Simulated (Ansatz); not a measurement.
# A bimetallic surface: Pd on Al(111), half in the top layer, both faces, part 3 of 4

Aim: core-level shifts, shell centres and work function of Pd on Al(111), half in the top layer, both faces. Spin–orbit coupling is left out of the bands throughout.

Ansatz 0.2.0; DFT, PBE, plane-wave PAW, default files, scalar-relativistic.

So far, work function, upper face (eV): step 2 (the clean face) 4.09; step 3 (relaxation) 4.21.

### 4. Bands by layer (continued)

Peaks of A(k,E) at the labelled points: for each region the eleven nearest the zero at most, each over 6 % of that point's highest, less those above the energy where the solved bands run out; weight and spread sum the levels within three half widths or 0.3 eV, so near peaks share levels. Peaks of the spectral function, the first 40 of 99 rows:

```csv
point,weight on,E (eV),A (1/eV),weight near the peak,rms spread of levels (eV)
K,total,-1.8,3.359,1.245,0.103
K,total,-1.6,5.191,1.245,0.103
K,total,-1.14,5.216,1.465,0.101
K,total,-0.94,4.877,1.465,0.101
K,total,-0.38,1.952,0.287,0
K,total,0.4,4.486,0.696,0
K,total,0.72,4.865,0.724,0
K,total,1.04,5.206,0.785,0
K,total,1.66,4.939,0.899,0.047
K,total,2.12,5.483,1.666,0.137
K,total,2.4,5.659,1.745,0.145
K,top,-1.8,1.089,0.389,0.104
K,top,-1.6,1.584,0.389,0.104
K,top,-1.14,1.789,0.512,0.101
K,top,-0.94,1.732,0.512,0.101
K,top,-0.38,0.811,0.12,0
K,top,0.4,1.863,0.289,0
K,top,0.72,2.107,0.315,0
K,top,1.04,1.956,0.294,0
K,top,1.66,1.71,0.32,0.049
K,top,2.12,1.868,0.541,0.137
K,top,2.4,1.765,0.572,0.147
K,middle,-1.8,1.162,0.457,0.102
K,middle,-1.6,1.972,0.457,0.102
K,middle,-1.14,1.597,0.431,0.101
K,middle,-0.94,1.378,0.431,0.101
K,middle,-0.38,0.324,0.045,0
K,middle,0.4,0.754,0.116,0
K,middle,0.72,0.649,0.092,0
K,middle,1.04,1.294,0.197,0
K,middle,1.66,1.495,0.256,0.038
K,middle,2.12,1.723,0.575,0.137
K,middle,2.4,2.1,0.593,0.142
Γ,total,-3.22,2.464,0.926,0.122
Γ,total,-2.96,3.862,0.926,0.122
Γ,total,-2.34,11,3.035,0.068
Γ,total,-2.2,10.3,3.035,0.068
Γ,total,-1.68,1.872,0.423,0.039
Γ,total,-1.62,1.933,0.423,0.039
Γ,total,0.02,6.376,1.017,0.004
```

The DOS has structure finer than the step of the table below, so its rows give means over 0.5 eV, whole bins alone (the curve runs from -12.9 to 3.27 eV). Peaks (eV: height): total -3.52: 23.9; Al 3p -1.12: 5.64, 0.17: 5.71, 1.07: 5.48, 2.27: 5.73; Pd 4d -3.52: 18.0; Al 3s -5.12: 2.53, 0.17: 2.37, 2.17: 2.48, 2.77: 2.42.

* holds the states left over by the projection beside any projected weight of its own. The DOS by E, zero at the Fermi level; means over each step; values in states/eV/cell:

```csv
E (eV),total,Al 3p,Pd 4d,Al 3s,Pd 5p*,Pd 5s
-12.0,0,0,0,0,0,0
-11.5,0.0150,0.00245,0,0.0125,2.9e-5,2.5e-5
-11.0,0.821,0.218,0.00107,0.599,0.00165,0.00160
-10.5,1.23,0.535,0.00360,0.682,0.00290,0.00299
-10.0,1.83,0.942,0.00773,0.866,0.00652,0.0100
-9.5,2.48,1.38,0.0172,1.06,0.0107,0.0165
-9.0,2.49,1.48,0.0308,0.951,0.0121,0.0146
-8.5,3.17,1.90,0.0624,1.16,0.0182,0.0247
-8.0,3.93,2.37,0.107,1.40,0.0252,0.0305
-7.5,3.67,2.25,0.144,1.23,0.0260,0.0263
-7.0,4.69,2.74,0.319,1.57,0.0376,0.0323
-6.5,5.39,3.08,0.473,1.75,0.0473,0.0351
-6.0,5.35,2.89,0.769,1.62,0.0496,0.0270
-5.5,6.42,3.03,1.46,1.83,0.0694,0.0388
-5.0,9.06,3.47,3.14,2.30,0.104,0.0387
-4.5,13.1,4.29,7.04,1.58,0.133,0.0392
-4.0,14.8,3.87,9.67,1.06,0.148,0.0262
-3.5,21.7,4.33,16.0,1.18,0.195,0.0252
-3.0,19.0,4.23,13.0,1.53,0.230,0.0191
-2.5,17.4,4.33,11.5,1.42,0.221,0.0141
-2.0,11.3,4.26,5.19,1.60,0.234,0.0111
-1.5,9.31,4.90,2.51,1.59,0.295,0.00950
-1.0,8.75,5.25,1.83,1.35,0.322,0.00788
-0.5,6.86,4.25,1.23,1.07,0.298,0.00544
0.0,7.96,4.73,0.954,1.81,0.471,0.00512
0.5,8.85,5.31,0.818,2.11,0.601,0.00635
1.0,8.40,5.08,0.542,2.02,0.745,0.00430
1.5,8.30,4.75,0.455,2.14,0.960,0.00360
2.0,8.40,4.64,0.382,2.21,1.16,0.00338
2.5,9.29,5.28,0.349,2.14,1.52,0.00288
3.0,10.4,5.59,0.321,2.19,2.27,0.00226
```

Sums over each group's atoms; a table of it gives point samples, which can step over narrow peaks. The DOS of the group by E, zero at the Fermi level; 7 of 12 lines; values in states/eV:

```csv
E (eV),layer 1: Pd 4d,other layers: Pd 4d,other layers: Al 3p,layer 2: Al 3p,layer 3: Al 3p,other layers: Al 3s,layer 1: Al 3p
-12,0,0,0,0,0,0,0
-11,5.1e-4,5.1e-4,0.0818,0.0632,0.0519,0.191,0.0186
-10,0.00378,0.00378,0.255,0.212,0.419,0.311,0.0426
-9,0.0156,0.0156,0.480,0.400,0.553,0.383,0.0802
-8,0.0555,0.0555,0.939,0.803,0.593,0.574,0.136
-7,0.164,0.164,1.04,0.871,0.650,0.665,0.174
-6,0.383,0.383,1.10,0.868,0.716,0.659,0.230
-5,1.56,1.56,1.34,0.889,0.793,0.959,0.447
-4,4.63,4.63,1.51,0.968,0.746,0.361,0.538
-3,6.62,6.62,1.53,0.976,1.22,0.557,0.556
-2,2.36,2.36,1.56,0.877,1.11,0.600,0.679
-1,0.924,0.924,2.10,1.21,1.19,0.529,0.894
0,0.483,0.483,1.81,0.870,1.17,0.676,0.944
1,0.268,0.268,1.96,1.08,1.20,0.735,0.884
2,0.190,0.190,1.86,1.04,0.858,0.849,0.816
3,0.162,0.162,2.27,1.27,1.04,0.806,1.00
```

This run's widths, added to any smearing of the DOS itself: Gaussian 0.6 eV, Lorentzian 0.1 eV plus 0.03 an eV of depth. Intensity against binding energy, zero at the Fermi level; values in % of the maximum within 13 eV:

```csv
binding energy (eV),21.2 eV,100 eV,150 eV,1486.7 eV,8047.8 eV
-1.0,0.601,0.916,0.761,0.628,0.711
-0.5,1.16,2.40,1.78,1.26,1.58
0.0,4.86,13.2,9.05,5.49,7.50
0.5,10.6,26.2,18.4,11.7,14.9
1.0,15.7,33.7,24.7,17.0,20.7
1.5,22.8,40.7,31.7,24.1,28.2
2.0,44.4,56.9,50.7,45.4,48.6
2.5,76.5,82.4,79.4,77.0,78.5
3.0,92.1,94.3,93.2,92.3,93.1
3.5,98.8,98.8,98.8,98.8,98.7
4.0,73.2,76.7,75.0,73.4,74.4
4.5,48.5,57.6,53.3,49.5,52.7
5.0,26.7,39.7,33.6,28.4,33.8
5.5,14.1,26.9,21.0,15.8,21.3
6.0,8.11,20.5,14.7,9.77,14.9
6.5,5.30,17.9,12.1,6.99,12.2
7.0,3.65,14.9,9.74,5.21,10.0
7.5,2.39,11.7,7.48,3.75,8.00
8.0,1.77,10.4,6.54,3.10,7.26
8.5,1.30,8.31,5.22,2.47,6.16
9.0,0.939,6.32,4.01,1.94,5.13
9.5,0.737,5.43,3.45,1.71,4.82
10.0,0.556,4.04,2.60,1.37,4.03
10.5,0.412,2.72,1.80,1.06,3.18
11.0,0.301,1.76,1.18,0.755,2.26
11.5,-,0.786,0.548,0.368,0.931
12.0,-,0.417,0.305,0.215,0.423
12.5,-,0.301,0.227,0.165,0.285
```

Maxima picked by a test of local sharpness, so broad peaks and shoulders can be missing; peaks within 0.45 eV of a curve's cut are left out. Valence peaks, by row:

```csv
photon energy (eV),binding energy (eV),height (% of the maximum within 13 eV),main shell,its share (%)
21.2,3.4,100,Pd 4d,99.2
100,3.4,100,Pd 4d,82.92
150,3.4,100,Pd 4d,90.81
1487,3.4,100,Pd 4d,97.77
8048,3.4,100,Pd 4d,93.43
```

From the Fermi level. The planar mean, electrostatic potential by z:

```csv
z (Å),"planar mean, electrostatic potential (eV)"
0.0,4.26
0.5,4.26
1.0,4.26
1.5,4.26
2.0,4.26
2.5,4.26
3.0,4.26
3.5,4.26
4.0,4.25
4.5,4.21
5.0,4.08
5.5,3.63
6.0,2.08
6.5,-2.55
7.0,-9.25
7.5,-12.0
8.0,-5.38
8.5,-2.29
9.0,-6.72
9.5,-7.53
10.0,-5.55
10.5,-1.11
11.0,-4.67
11.5,-7.48
12.0,-7.11
12.5,-2.74
13.0,-2.02
13.5,-6.79
14.0,-7.52
14.5,-5.48
15.0,-1.93
15.5,-8.20
16.0,-12.1
16.5,-7.05
17.0,-0.568
17.5,2.83
18.0,3.85
18.5,4.15
19.0,4.23
19.5,4.25
20.0,4.26
20.5,4.26
21.0,4.26
21.5,4.26
22.0,4.26
22.5,4.26
23.0,4.26
```

Shapes are the site's partial DOS without matrix elements, which overweights lines from ligand s bands. Table of intensity by emission energy less the core level's binding energy, zero at the Fermi level; read off at these points; values in % of the unpolarised maximum:

```csv
emission energy less the core level's binding energy (eV),Pd L-beta2,Al K-beta,"Al K-beta, E along x","Al K-beta, E along y","Al K-beta, E along z","Al L2,3"
-12.0,2.79,2.58,2.68,2.59,2.47,2.00
-11.0,3.64,7.83,8.23,7.98,7.27,23.4
-10.0,4.94,20.4,21.3,20.6,19.4,37.3
-9.0,7.09,32.2,35.1,32.5,29.0,43.0
-8.0,10.8,45.8,47.4,42.5,47.4,60.2
-7.0,17.7,55.8,57.8,51.1,58.4,68.6
-6.0,31.2,62.0,67.3,59.2,59.6,73.0
-5.0,56.5,72.9,76.4,74.9,67.2,98.5
-4.0,89.1,82.9,82.9,88.7,77.2,49.0
-3.2,99.8,87.9,74.4,90.1,99.1,64.2
-3.0,98.3,88.0,75.6,88.2,100,69.9
-2.0,71.8,90.3,78.8,98.2,93.8,72.5
-1.1,43.9,99.9,94.6,113,91.4,64.3
-1.0,41.5,99.1,94.3,114,88.8,61.6
0.0,22.8,45.2,39.5,48.8,36.8,37.3
1.0,12.7,6.11,5.58,6.69,5.50,0.509
```

Recipe: projected DOS times atomic cross section and asymmetry factor (unpolarised light, 54.7° from the beam), occupied states only, Fermi edge at 300 K, a Lorentzian width of 0.1 eV growing by 0.03 eV per eV of binding energy, and a resolution of 0.6 eV. Each atom is damped by exp[−depth/(λ cos θ)], θ = 75° from the normal, λ from the universal curve. Curves are cut 10 eV under the photon energy, above any shell that the free atom's threshold puts out of reach, or at the lower edge of the window: 11.2 eV at 21.2 eV, 12.9 eV at 100 eV, 12.9 eV at 150 eV, 12.9 eV at 1486.7 eV and 12.9 eV at 8047.8 eV. A star in tables and legends marks shells that hold the states left over by the projection (1.4 % of the filled ones), a stand-in for orbitals that the files don't project on. Matrix elements of the solid and inelastic losses aren't modelled, nor non-dipole terms, which matter above 3 keV.

How the area divides among the shells (%):

```csv
shell,21.2 eV,100 eV,150 eV,1486.7 eV,8047.8 eV
Al 3s,1.3,15.6,10.5,6.3,20.1
Al 3p,1.3,24.4,14.5,1.6,1.1
Pd 4d,97.3,59.8,74.8,91.9,77.8
```

Cross sections used, in Mb an electron:

```csv
shell,21.2 eV,100 eV,150 eV,1486.7 eV,8047.8 eV
Al 3s,0.15,0.053,0.028,3.5e-4,4.3e-6
Al 3p,0.070,0.040,0.018,4.0e-5,1.0e-7
Pd 4d,2.7,0.034,0.037,0.0016,6.2e-6
```

Regions along c: top from 13.4 to 20.2 Å, middle from 10.0 to 13.4 Å.

States with weight above 0.08 nearest the zero at K of the zone, within the window kept, -7.8 to 3.3 eV (levels that the program groups as degenerate share a row):

```csv
E (eV),"weight, total","weight, top","weight, middle"
-1.81,0.48,0.16,0.16
-1.60,0.77,0.23,0.29
-1.14,0.76,0.26,0.23
-0.94,0.71,0.25,0.20
-0.38,0.29,0.12,0.04
0.39,0.70,0.29,0.12
0.72,0.72,0.32,0.09
1.04,0.79,0.29,0.20
1.53,0.15,0.06,0.03
1.65,0.75,0.26,0.23
```

States with weight above 0.08 nearest the zero at Γ of the zone, within the window kept, -7.8 to 3.3 eV (levels that the program groups as degenerate share a row):

```csv
E (eV),"weight, total","weight, top","weight, middle"
-2.33,0.54,0.27,0.00
-2.20,0.52,0.26,0.00
-2.20,0.52,0.26,0.00
-2.19,0.37,0.18,0.00
-1.68,0.20,0.10,0.00
-1.60,0.22,0.11,0.00
0.03,0.87,0.30,0.26
0.04,0.15,0.07,0.00
0.59,0.15,0.07,0.00
2.30,0.15,0.08,0.00
```

States with weight above 0.08 nearest the zero at M of the zone, within the window kept, -7.8 to 3.3 eV (levels that the program groups as degenerate share a row):

```csv
E (eV),"weight, total","weight, top","weight, middle"
-1.54,0.50,0.18,0.13
-1.40,0.50,0.22,0.07
-1.28,0.50,0.18,0.14
-1.19,0.50,0.22,0.06
-0.16,0.50,0.19,0.11
0.15,0.50,0.19,0.11
0.44,0.50,0.21,0.09
0.97,0.50,0.18,0.14
1.25,0.50,0.22,0.05
1.65,0.50,0.19,0.11
```

The largest force component on a free atom is 0.081 eV/Å, so the geometry isn't quite at rest for these settings. The work function differs by 0.05 eV from that of the relaxation's coarser mesh, a measure of the mesh error. At the Fermi level the DOS is 8.41 states/eV a cell, and on the broadened curves Al 3p holds 59 % of the total there.

### 5. Core levels by total-energy differences

XPS shifts tell sites apart. Each chosen atom gets a core hole in a self-consistent pass of its own.

The input, input.yaml:

```yaml
crystal:
  lattice:
    - [5.713422792, 0.0, 0.0]
    - [2.856711396, 4.9479692804, 0.0]
    - [0.0, 0.0, 23.3299803501]
  atoms:
    - { symbol: Pd_h, position: [-0.0091084693, 0.0182169385, 0.6812864063] }
    - { symbol: Pd_h, position: [0.4908915307, 0.0182169385, 0.6812864063] }
    - { symbol: Al_h, position: [-0.0048496016, 0.5096992032, 0.6952413451] }
    - { symbol: Al_h, position: [0.4951503984, 0.5096992032, 0.6952413451] }
    - { symbol: Al_h, position: [0.8297274596, 0.3405450809, 0.5951720253] }
    - { symbol: Al, position: [0.3297274596, 0.3405450809, 0.5951720253] }
    - { symbol: Al, position: [0.8323007094, 0.8353985811, 0.5974900276] }
    - { symbol: Al, position: [0.3323007094, 0.8353985811, 0.5974900276] }
    - { symbol: Al_h, position: [0.1666666667, 0.1666666667, 0.5] }
    - { symbol: Al, position: [0.6666666667, 0.1666666667, 0.5] }
    - { symbol: Al, position: [0.1666666667, 0.6666666667, 0.5] }
    - { symbol: Al, position: [0.6666666667, 0.6666666667, 0.5] }
    - { symbol: Al, position: [0.0036058738, -0.0072117476, 0.4048279747] }
    - { symbol: Al, position: [0.5036058738, -0.0072117476, 0.4048279747] }
    - { symbol: Al, position: [0.0010326239, 0.4979347522, 0.4025099724] }
    - { symbol: Al, position: [0.5010326239, 0.4979347522, 0.4025099724] }
    - { symbol: Pd, position: [0.8424418026, 0.3151163948, 0.3187135937] }
    - { symbol: Pd, position: [0.3424418026, 0.3151163948, 0.3187135937] }
    - { symbol: Al, position: [0.8381829349, 0.8236341302, 0.3047586549] }
    - { symbol: Al, position: [0.3381829349, 0.8236341302, 0.3047586549] }
kpoints:
  mp_grid: { grid: [12, 12, 1] }
scf:
  occupations: { method: fermi_dirac, width: 0.05 }
  n_extra_bands: 16
hamiltonian:
  xc: pbe
  pseudopotentials: { kind: paw }
output:
  forces: true
  write_potential: true
  volumetric_format: []
  core_levels:
    shells: { Al_h: "2p", Pd_h: "3d" }
    counted_from: fermi_level
    add_spin: always
```

Launch:

```bash
ansatz run input.yaml --threads 4 --pin off --max-ram 14336MiB --backend cpu --events-out ev --progress --plain --runs-dir out
```

Numbers of over 12 decimals in the logs are rounded to 6 here.

Log:

```text
[...]
Crystal: 20 atoms, lattice volume = 659.535 Å³
Basis set: ecut = 420 eV, 12941 PW (Γ), exchange–correlation on 80×80×320 points (8 copies of the dense FFT grid, shifted against one another)
Bands: 76, of which v1, the nominal top of the filled ones, is band 60 counted from 1 (59 counted from 0)
Symmetry: 1 space group operations
[...]
k-points: 74 of 144 (time reversal used)
[...]
SCF iter   1: F=—  HF=-36494.090262 eV  |F-HF|=—  |Δ(HF+E_count)|=         —  Δρ=2.21e-3  dr2=1.66e-1  ethr=1.77e-3  ⟨swp⟩=10.1  Hψ=29464  notcnv=0  defer=80
[...]
SCF iter   7: F=-36494.089353 eV  HF=-36494.089353 eV  |F-HF|=1.54e-8  |Δ(HF+E_count)|=   1.04e-7  Δρ=1.93e-6  dr2=3.08e-8  ethr=8.33e-11  ⟨swp⟩=24.6  Hψ=50705  notcnv=0
SCF 1 converged in 7 iterations: F = -36494.089353 eV  dr2 = 3.08e-8
[...]
── core hole 1/6: 3d of Pd_h 0 ──
── 3d of Pd_h 0: 336.060 eV over the cell without the hole, in 11 iterations ──
── core hole 2/6: 3d of Pd_h 1 ──
── 3d of Pd_h 1: 336.060 eV over the cell without the hole, in 11 iterations ──
── core hole 3/6: 2p of Al_h 2 ──
── 2p of Al_h 2: 73.201 eV over the cell without the hole, in 14 iterations ──
── core hole 4/6: 2p of Al_h 3 ──
── 2p of Al_h 3: 73.201 eV over the cell without the hole, in 14 iterations ──
── core hole 5/6: 2p of Al_h 4 ──
── 2p of Al_h 4: 72.956 eV over the cell without the hole, in 12 iterations ──
── core hole 6/6: 2p of Al_h 8 ──
── 2p of Al_h 8: 72.934 eV over the cell without the hole, in 12 iterations ──
SCF converged after 7 iterations
Free energy (F): -36494.089353 eV
[...]
Internal energy: -36494.020365 eV  (E = F + TS)
E sigma→0 (E₀):  -36494.054859 eV
Entropy (-TS):   -0.068988 eV (-3.449 meV/atom)
Fermi energy:    2.886493 eV
[...]
--- Forces (eV/Å), atoms counted from 1 ---
  atom   1  Pd_h    -0.00000024     0.00189150    -0.02616576
  atom   2  Pd_h     0.00000016     0.00189138    -0.02616534
  atom   3  Al_h     0.00000004    -0.01124129     0.00904533
  atom   4  Al_h    -0.00000006    -0.01124100     0.00904524
  atom   5  Al_h    -0.00000004    -0.00141816     0.07590349
  atom   6  Al       0.00000004    -0.00141864     0.07590379
  atom   7  Al      -0.00000039    -0.01801508     0.08071561
  atom   8  Al       0.00000036    -0.01801507     0.08071590
  atom   9  Al_h     0.00000001    -0.00000159     0.00000711
  atom  10  Al      -0.00000001    -0.00000158     0.00000732
  atom  11  Al       0.00000001     0.00000183     0.00000178
  atom  12  Al      -0.00000001     0.00000185     0.00000192
  atom  13  Al       0.00000043     0.00140537    -0.07589157
  atom  14  Al      -0.00000043     0.00140542    -0.07589163
  atom  15  Al       0.00000003     0.01802598    -0.08070786
  atom  16  Al       0.00000001     0.01802704    -0.08070601
  atom  17  Pd      -0.00000145    -0.00189875     0.02616354
  atom  18  Pd       0.00000159    -0.00189866     0.02616259
  atom  19  Al      -0.00000005     0.01123179    -0.00905376
  atom  20  Al       0.00000006     0.01123397    -0.00905373
  max |Σ_I F_I| component: 3.80e-5 eV/Å
--- Band table (eV; the first three rows and the last of 74) ---
  k-point 0: bands = [... 56 lower, 1.3498, 1.4859, 1.6024, 1.6958, 2.7225, 2.9111, 2.9215, 3.0380, ... 12 higher]
  k-point 1: bands = [... 56 lower, 1.2402, 1.3908, 1.7910, 1.9447, 2.4202, 2.9060, 3.0299, 3.2646, ... 12 higher]
  k-point 2: bands = [... 56 lower, 1.2053, 1.6389, 1.8159, 2.0750, 2.7260, 3.0397, 3.1851, 3.3822, ... 12 higher]
  k-point 73: bands = [... 56 lower, 2.1803, 2.1803, 2.3184, 2.3184, 3.2717, 3.2717, 3.5302, 3.5302, ... 12 higher]
--- Core levels from the Fermi level (as output.core_levels.counted_from types it; a hole's nearest image at 5.7 Å) ---
  the holes have spin, as output.core_levels.add_spin types it
  atom         alike  shell      binding/eV   shift/eV difference/eV images/eV   SCF
  Pd_h 0           1     3d         336.060     +0.000       336.060         –    11
  Pd_h 1           1     3d         336.060     +0.000       336.060         –    11
  Al_h 2           1     2p          73.201     +0.000        73.201         –    14
  Al_h 3           1     2p          73.201     -0.000        73.201         –    14
  Al_h 4           1     2p          72.956     -0.246        72.956         –    12
  Al_h 8           1     2p          72.934     -0.268        72.934         –    12
  the dataset of Pd_h with a 3d hole: scattering error 0.005 eV; free atom: scalar-relativistic, large and small components
  the two lines of Pd_h's 3d: 3d3/2 +3.207 eV and 3d5/2 -2.138 eV off its levels, 2 : 3 in strength
  the dataset of Al_h with a 2p hole: scattering error 0.001 eV (0.004 eV in the local channel); free atom: scalar-relativistic, large and small components
  the two lines of Al_h's 2p: 2p1/2 +0.276 eV and 2p3/2 -0.138 eV off its levels, 1 : 2 in strength
```

It took 41 min on 4 threads of Arm Neoverse V1, shared host; peak memory 5 GiB; 2.7 h of CPU time.

This step gave:

```
Fermi energy        : 2.886 eV
symmetry operations : 1
```

Levels are total-energy differences with one electron taken from the core. The electron goes to the Fermi level, so the difference is a binding energy from E_F. The hole's nearest image is 5.7 Å away.

```csv
atom,region,shell,level (eV),shift (eV),j lines (eV),doubts
Pd1,layer 1,3d,336.06,-0.00,339.27 / 333.92,-
Pd2,layer 1,3d,336.06,+0.00,339.27 / 333.92,-
Al3,layer 1,2p,73.20,+0.27,73.48 / 73.06,-
Al4,layer 1,2p,73.20,+0.27,73.48 / 73.06,-
Al5,layer 2,2p,72.96,+0.02,73.23 / 72.82,-
Al9,layer 3,2p,72.93,+0.00,73.21 / 72.80,-
```

Levels of p, d and f shells are means over their two j lines, weighted by degeneracy; the splitting comes from the atom's own solve. Shifts count from the last listed atom of each element.

The intensity has structure finer than the step of the table below, so its rows give means over 0.25 eV, whole bins alone (the curve runs from 332 to 341 eV). Peaks (eV: height): 333.924: 100, 339.265: 66.7.

The Pd 3d lines of the listed atoms alone (other atoms of the cell aren't counted), as Gaussians 0.3 eV wide, no depth weighting. The intensity by Pd 3d level; means over each step:

Pd 3d level (eV), intensity (%) and a bar:
```
   333.25          0 
   333.50          1 #
   333.75         44 ##################
   334.00         75 ##############################
   334.25          7 ###
   334.50          0 
   334.75          0 
   335.00          0 
   335.25          0 
   335.50          0 
   335.75          0 
   336.00          0 
   336.25          0 
   336.50          0 
   336.75          0 
   337.00          0 
   337.25          0 
   337.50          0 
   337.75          0 
   338.00          0 
   338.25          0 
   338.50          0 
   338.75          0 
   339.00         11 #####
   339.25         57 #######################
   339.50         17 #######
   339.75          0 
   340.00          0
```

The Al 2p lines of the listed atoms alone (other atoms of the cell aren't counted), as Gaussians 0.3 eV wide, no depth weighting. Table of intensity by Al 2p level; read off at these points:

Al 2p level (eV), intensity (%) and a bar:
```
    72.20          0 
    72.30          0 
    72.40          0 
    72.50          4 #
    72.60         20 ######
    72.70         53 ################
    72.80         81 ########################
    72.90         89 ###########################
    73.00         96 #############################
    73.07        100 ##############################
    73.10         99 ##############################
    73.20         81 ########################
    73.30         57 #################
    73.40         46 ##############
    73.50         40 ############
    73.60         24 #######
    73.70          8 ##
    73.80          2 
    73.90          0 
    74.00          0
```

(Continued in part 4 of 4.)

[Logs are printed without paths, hosts, clocks, repeated set-up lines and the standing remarks that a program may print on its own settings, such as how far it seeks lower states.]

[Hosts, paths, dates, database ids (printed as entryN), source tags and the programs' standing remarks are cut or masked in the printed files.]

[Maps of the electrostatic potential energy from Ansatz leave out the sawtooth potential of an applied field or a dipole correction, so their vacuum need not be flat; work functions include it.]
